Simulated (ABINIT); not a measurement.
# TlH3 (Pm-3m): zone-centre phonons, part 3 of 3

Which modes does TlH3 (Pm-3m) have at the zone centre?

ABINIT 10.8.3; DFT PBEsol, scalar-relativistic, plane waves, PseudoDojo norm-conserving pseudopotentials.

So far. Step 5 (Relaxing the cell and atoms): The volume changes by +0.8 % in this run and stands -31.7 % from the first cell. Step 7 (Linear response at Γ): The acoustic modes at Γ come out as far as 1.2 cm⁻¹ from zero, where they should vanish, a small numerical error. The relaxed cell has a = 3.904 Å (conventional setting).

The structure was built from a prototype and need not be the compound's stable phase.

**8. Modes with the sum rule**

anaddb reads the merged derivatives and imposes the acoustic sum rule.

The input, anaddb.abi:

```
ddb_filepath "gamma_DDB"
output_file "anaddb.abo"
outdata_prefix "anaddb"
asr 1
chneut 1
enunit 2
eivec 1
nph1l 1
qph1l 0.0 0.0 0.0 1.0
```

The input, mrgddb.in:

```
gamma_DDB
merged
2
dfpt_gammao_DDB
gso_DDB
```

Command:

```
$ mrgddb < mrgddb.in > mrgddb.log
$ OMP_NUM_THREADS=1 anaddb anaddb.abi > anaddb.log
```

anaddb.abo, the main output file:

```text
-outvars_anaddb: echo values of input variables ----------------------

 Miscellaneous information :
      enunit         2
       eivec         1
         asr         1
 First list of wavevector (reduced coord.) :
       nph1l         1
       qph1l
                     0.00000000E+00  0.00000000E+00  0.00000000E+00    1.000E+00

================================================================================

 read the DDB information and perform some checks

  ==== Info on the Cryst% object ====
 Real(R)+Recip(G) space primitive vectors, cartesian coordinates (Bohr,Bohr^-1):
 R(1)=  7.3779908  0.0000000  0.0000000  G(1)=  0.1355383  0.0000000  0.0000000
 R(2)=  0.0000000  7.3779908  0.0000000  G(2)=  0.0000000  0.1355383  0.0000000
 R(3)=  0.0000000  0.0000000  7.3779908  G(3)=  0.0000000  0.0000000  0.1355383
 Unit cell volume ucvol=  4.0161906E+02 bohr^3
 Angles (23,13,12)=  9.00000000E+01  9.00000000E+01  9.00000000E+01 degrees
 Time-reversal symmetry is present
 Reduced atomic positions [iatom, xred, symbol]:
    1)    0.0000000  0.0000000  0.0000000  Tl
    2)    0.5000000  0.0000000  0.0000000   H
    3)    0.0000000  0.5000000  0.0000000   H
    4)    0.0000000  0.0000000  0.5000000   H

 DDB file with 3 blocks has been read.

================================================================================

 Treat the first list of vectors

  Phonon wavevector (reduced coordinates) :  0.00000  0.00000  0.00000
 Phonon energies in Hartree :
   0.000000E+00  0.000000E+00  0.000000E+00  1.843522E-03  1.843522E-03
   1.843522E-03  1.957173E-03  1.957173E-03  1.957173E-03  6.499409E-03
   6.499409E-03  6.499409E-03
 Phonon energies in meV     :
-  0.000000E+00  0.000000E+00  0.000000E+00  5.016480E+01  5.016480E+01
-  5.016480E+01  5.325739E+01  5.325739E+01  5.325739E+01  1.768579E+02
-  1.768579E+02  1.768579E+02
 Phonon frequencies in cm-1    :
-  0.000000E+00  0.000000E+00  0.000000E+00  4.046064E+02  4.046064E+02
-  4.046064E+02  4.295498E+02  4.295498E+02  4.295498E+02  1.426455E+03
-  1.426455E+03  1.426455E+03
 Phonon frequencies in Thz     :
-  0.000000E+00  0.000000E+00  0.000000E+00  1.212979E+01  1.212979E+01
-  1.212979E+01  1.287758E+01  1.287758E+01  1.287758E+01  4.276406E+01
-  4.276406E+01  4.276406E+01
 Phonon energies in Kelvin  :
-  0.000000E+00  0.000000E+00  0.000000E+00  5.821383E+02  5.821383E+02
-  5.821383E+02  6.180264E+02  6.180264E+02  6.180264E+02  2.052351E+03
-  2.052351E+03  2.052351E+03

 Eigendisplacements
 (will be given, for each mode : in cartesian coordinates
   for each atom the real part of the displacement vector,
   then the imaginary part of the displacement vector - absolute values smaller than 1.0d-7 are set to zero)
  Mode number    1   Energy    0.000000E+00
 Attention : low frequency mode.
   (Could be unstable or acoustic mode)
-  1  0.00000000E+00  0.00000000E+00  1.62632792E-03
-     0.00000000E+00  0.00000000E+00  0.00000000E+00
-  2  0.00000000E+00  0.00000000E+00  1.62632791E-03
-     0.00000000E+00  0.00000000E+00  0.00000000E+00
-  3  0.00000000E+00  0.00000000E+00  1.62632791E-03
-     0.00000000E+00  0.00000000E+00  0.00000000E+00
-  4  0.00000000E+00  0.00000000E+00  1.62632791E-03
-     0.00000000E+00  0.00000000E+00  0.00000000E+00
  Mode number    2   Energy    0.000000E+00
 Attention : low frequency mode.
   (Could be unstable or acoustic mode)
-  1  6.60843056E-07 -1.62632779E-03  0.00000000E+00
-     0.00000000E+00  0.00000000E+00  0.00000000E+00
-  2  6.60843050E-07 -1.62632777E-03  0.00000000E+00
-     0.00000000E+00  0.00000000E+00  0.00000000E+00
-  3  6.60843049E-07 -1.62632777E-03  0.00000000E+00
-     0.00000000E+00  0.00000000E+00  0.00000000E+00
-  4  6.60843049E-07 -1.62632777E-03  0.00000000E+00
-     0.00000000E+00  0.00000000E+00  0.00000000E+00
  Mode number    3   Energy    0.000000E+00
 Attention : low frequency mode.
   (Could be unstable or acoustic mode)
-  1  1.62632779E-03  6.60843072E-07  0.00000000E+00
-     0.00000000E+00  0.00000000E+00  0.00000000E+00
-  2  1.62632777E-03  6.60843065E-07  0.00000000E+00
-     0.00000000E+00  0.00000000E+00  0.00000000E+00
-  3  1.62632777E-03  6.60843066E-07  0.00000000E+00
-     0.00000000E+00  0.00000000E+00  0.00000000E+00
-  4  1.62632777E-03  6.60843065E-07  0.00000000E+00
-     0.00000000E+00  0.00000000E+00  0.00000000E+00
  Mode number    4   Energy    1.843522E-03
-  1  0.00000000E+00  0.00000000E+00 -1.83591839E-04
-     0.00000000E+00  0.00000000E+00  0.00000000E+00
-  2  0.00000000E+00 -1.42860352E-06  1.59555583E-02
-     0.00000000E+00  0.00000000E+00  0.00000000E+00
-  3  0.00000000E+00 -4.76011687E-07  1.59555583E-02
-     0.00000000E+00  0.00000000E+00  0.00000000E+00
-  4  0.00000000E+00 -1.42860352E-06  5.31640314E-03
-     0.00000000E+00  0.00000000E+00  0.00000000E+00
  Mode number    5   Energy    1.843522E-03
-  1  0.00000000E+00  1.83591839E-04  0.00000000E+00
-     0.00000000E+00  0.00000000E+00  0.00000000E+00
-  2 -1.08062570E-07 -1.59555583E-02 -1.42860468E-06
-     0.00000000E+00  0.00000000E+00  0.00000000E+00
-  3 -3.24316759E-07 -5.31640314E-03 -1.42860468E-06
-     0.00000000E+00  0.00000000E+00  0.00000000E+00
-  4 -3.24316759E-07 -1.59555583E-02 -4.76012076E-07
-     0.00000000E+00  0.00000000E+00  0.00000000E+00
  Mode number    6   Energy    1.843522E-03
-  1  1.83591839E-04  0.00000000E+00  0.00000000E+00
-     0.00000000E+00  0.00000000E+00  0.00000000E+00
-  2 -5.31640316E-03  3.24321908E-07  0.00000000E+00
-     0.00000000E+00  0.00000000E+00  0.00000000E+00
-  3 -1.59555584E-02  1.08064286E-07  0.00000000E+00
-     0.00000000E+00  0.00000000E+00  0.00000000E+00
-  4 -1.59555584E-02  3.24321908E-07  0.00000000E+00
-     0.00000000E+00  0.00000000E+00  0.00000000E+00
  Mode number    7   Energy    1.957173E-03
-  1  0.00000000E+00  0.00000000E+00  0.00000000E+00
-     0.00000000E+00  0.00000000E+00  0.00000000E+00
-  2  0.00000000E+00  3.53554370E-06 -1.64963401E-02
-     0.00000000E+00  0.00000000E+00  0.00000000E+00
-  3 -7.17241160E-07  0.00000000E+00  1.64963401E-02
-     0.00000000E+00  0.00000000E+00  0.00000000E+00
-  4  7.17241160E-07 -3.53554370E-06  0.00000000E+00
-     0.00000000E+00  0.00000000E+00  0.00000000E+00
  Mode number    8   Energy    1.957173E-03
-  1  0.00000000E+00  0.00000000E+00  0.00000000E+00
-     0.00000000E+00  0.00000000E+00  0.00000000E+00
-  2  0.00000000E+00  1.64963400E-02  3.53549959E-06
-     0.00000000E+00  0.00000000E+00  0.00000000E+00
-  3  1.01444233E-06  0.00000000E+00 -3.53549959E-06
-     0.00000000E+00  0.00000000E+00  0.00000000E+00
-  4 -1.01444233E-06 -1.64963400E-02  0.00000000E+00
-     0.00000000E+00  0.00000000E+00  0.00000000E+00
  Mode number    9   Energy    1.957173E-03
-  1  0.00000000E+00  0.00000000E+00  0.00000000E+00
-     0.00000000E+00  0.00000000E+00  0.00000000E+00
-  2  0.00000000E+00  1.01428859E-06  7.17458560E-07
-     0.00000000E+00  0.00000000E+00  0.00000000E+00
-  3 -1.64963404E-02  0.00000000E+00 -7.17458560E-07
-     0.00000000E+00  0.00000000E+00  0.00000000E+00
-  4  1.64963404E-02 -1.01428859E-06  0.00000000E+00
-     0.00000000E+00  0.00000000E+00  0.00000000E+00
  Mode number   10   Energy    6.499409E-03
-  1  0.00000000E+00  0.00000000E+00  7.36584006E-05
-     0.00000000E+00  0.00000000E+00  0.00000000E+00
-  2  0.00000000E+00  0.00000000E+00  3.86062990E-03
-     0.00000000E+00  0.00000000E+00  0.00000000E+00
-  3  0.00000000E+00  0.00000000E+00  3.86062990E-03
-     0.00000000E+00  0.00000000E+00  0.00000000E+00
-  4  0.00000000E+00  0.00000000E+00 -2.26572154E-02
-     0.00000000E+00  0.00000000E+00  0.00000000E+00
  Mode number   11   Energy    6.499409E-03
-  1  0.00000000E+00  7.36584006E-05  0.00000000E+00
-     0.00000000E+00  0.00000000E+00  0.00000000E+00
-  2  0.00000000E+00  3.86062990E-03  0.00000000E+00
-     0.00000000E+00  0.00000000E+00  0.00000000E+00
-  3  0.00000000E+00 -2.26572154E-02  0.00000000E+00
-     0.00000000E+00  0.00000000E+00  0.00000000E+00
-  4  0.00000000E+00  3.86062990E-03  0.00000000E+00
-     0.00000000E+00  0.00000000E+00  0.00000000E+00
  Mode number   12   Energy    6.499409E-03
-  1  7.36584006E-05  0.00000000E+00  0.00000000E+00
-     0.00000000E+00  0.00000000E+00  0.00000000E+00
-  2 -2.26572154E-02  0.00000000E+00  0.00000000E+00
-     0.00000000E+00  0.00000000E+00  0.00000000E+00
-  3  3.86062990E-03  0.00000000E+00  0.00000000E+00
-     0.00000000E+00  0.00000000E+00  0.00000000E+00
-  4  3.86062990E-03  0.00000000E+00  0.00000000E+00
-     0.00000000E+00  0.00000000E+00  0.00000000E+00

 Analysis of degeneracies and characters (maximum tolerance=1.00E-06 a.u.)
 For each vibration mode, or group of modes if degenerate,
 the characters are given for each symmetry operation (see the list in the log file).
 Symmetry characters of vibration mode #   1
       degenerate with vibration modes #   2 to    3
  3.0 -3.0 -1.0  1.0 -1.0  1.0 -1.0  1.0  1.0 -1.0 -1.0  1.0  1.0 -1.0 -1.0  1.0
  0.0 -0.0  0.0 -0.0 -0.0  0.0 -0.0  0.0  1.0 -1.0 -1.0  1.0 -1.0  1.0  1.0 -1.0
  0.0 -0.0 -0.0  0.0 -0.0  0.0  0.0 -0.0  1.0 -1.0  1.0 -1.0 -1.0  1.0 -1.0  1.0
 Symmetry characters of vibration mode #   4
       degenerate with vibration modes #   5 to    6
  3.0 -3.0 -1.0  1.0 -1.0  1.0 -1.0  1.0  1.0 -1.0 -1.0  1.0  1.0 -1.0 -1.0  1.0
 -0.0  0.0 -0.0  0.0  0.0 -0.0  0.0 -0.0  1.0 -1.0 -1.0  1.0 -1.0  1.0  1.0 -1.0
 -0.0  0.0  0.0 -0.0  0.0 -0.0 -0.0  0.0  1.0 -1.0  1.0 -1.0 -1.0  1.0 -1.0  1.0
 Symmetry characters of vibration mode #   7
       degenerate with vibration modes #   8 to    9
  3.0 -3.0 -1.0  1.0 -1.0  1.0 -1.0  1.0 -1.0  1.0  1.0 -1.0 -1.0  1.0  1.0 -1.0
  0.0 -0.0 -0.0  0.0 -0.0  0.0 -0.0  0.0 -1.0  1.0  1.0 -1.0  1.0 -1.0 -1.0  1.0
  0.0 -0.0 -0.0  0.0 -0.0  0.0 -0.0  0.0 -1.0  1.0 -1.0  1.0  1.0 -1.0  1.0 -1.0
 Symmetry characters of vibration mode #  10
       degenerate with vibration modes #  11 to   12
  3.0 -3.0 -1.0  1.0 -1.0  1.0 -1.0  1.0  1.0 -1.0 -1.0  1.0  1.0 -1.0 -1.0  1.0
  0.0 -0.0  0.0 -0.0 -0.0  0.0 -0.0  0.0  1.0 -1.0 -1.0  1.0 -1.0  1.0  1.0 -1.0
  0.0 -0.0 -0.0  0.0 -0.0  0.0  0.0 -0.0  1.0 -1.0  1.0 -1.0 -1.0  1.0 -1.0  1.0
-
```

Wall time 0.51 s (1 thread of Arm Neoverse V1, shared host).

No LO-TO term; unit eigenvectors of the mass-weighted matrix, from anaddb's displacements. The modes at Γ (shares of kinetic energy by element, %):

| mode | frequency (cm⁻¹) | symmetry | Tl % | H % |
| --- | --- | --- | --- | --- |
| 1 | 0.0 | acoustic | 99 | 1 |
| 2 | 0.0 | acoustic | 99 | 1 |
| 3 | 0.0 | acoustic | 99 | 1 |
| 4 | 404.6 | T1u | 1 | 99 |
| 5 | 404.6 | T1u | 1 | 99 |
| 6 | 404.6 | T1u | 1 | 99 |
| 7 | 429.5 | T2u | 0 | 100 |
| 8 | 429.5 | T2u | 0 | 100 |
| 9 | 429.5 | T2u | 0 | 100 |
| 10 | 1426.5 | T1u | 0 | 100 |
| 11 | 1426.5 | T1u | 0 | 100 |
| 12 | 1426.5 | T1u | 0 | 100 |

Displacements in mode 4 (404.6 cm⁻¹), the largest set to 1:
```
Tl1  0.00  0.00 -0.01
H2   0.00  0.00  1.00
H3   0.00  0.00  1.00
H4   0.00  0.00  0.33
```

Displacements in mode 10 (1426.5 cm⁻¹), the largest set to 1:
```
Tl1  0.00  0.00  0.00
H2   0.00  0.00  0.17
H3   0.00  0.00  0.17
H4   0.00  0.00 -1.00
```

The rule moves no optical mode by more than 0.1 cm⁻¹.

**9. Outcome**

- space group after relaxation: Pm-3m
- volume per atom: 14.9 Å³
- highest optical zone-centre mode (no LO-TO term): 1426 cm⁻¹
- lowest optical zone-centre mode: 404.6 cm⁻¹
- imaginary optical modes at the zone centre (no q mesh in this session): none

In words: At the PBEsol level the optical modes of TlH3 (Pm-3m) at the zone centre run from 405 to 1426 cm⁻¹. These are harmonic frequencies at zero temperature: anharmonic shifts and linewidths and thermal expansion are left out. Spin-orbit coupling is left out, which can matter for the heavy elements here. In a metal the frequencies hang on the k mesh and the smearing, most of all near Kohn anomalies. The structure is a hypothetical one, built on a prototype.

[Host names and launcher messages were left out of these logs when they were recorded.]

[Logs are printed without paths, hosts, clocks, repeated set-up lines and the standing remarks that a program may print on its own settings, such as how far it seeks lower states.]

[Hosts, paths, dates, database ids (printed as entryN), source tags and the programs' standing remarks are cut or masked in the printed files.]
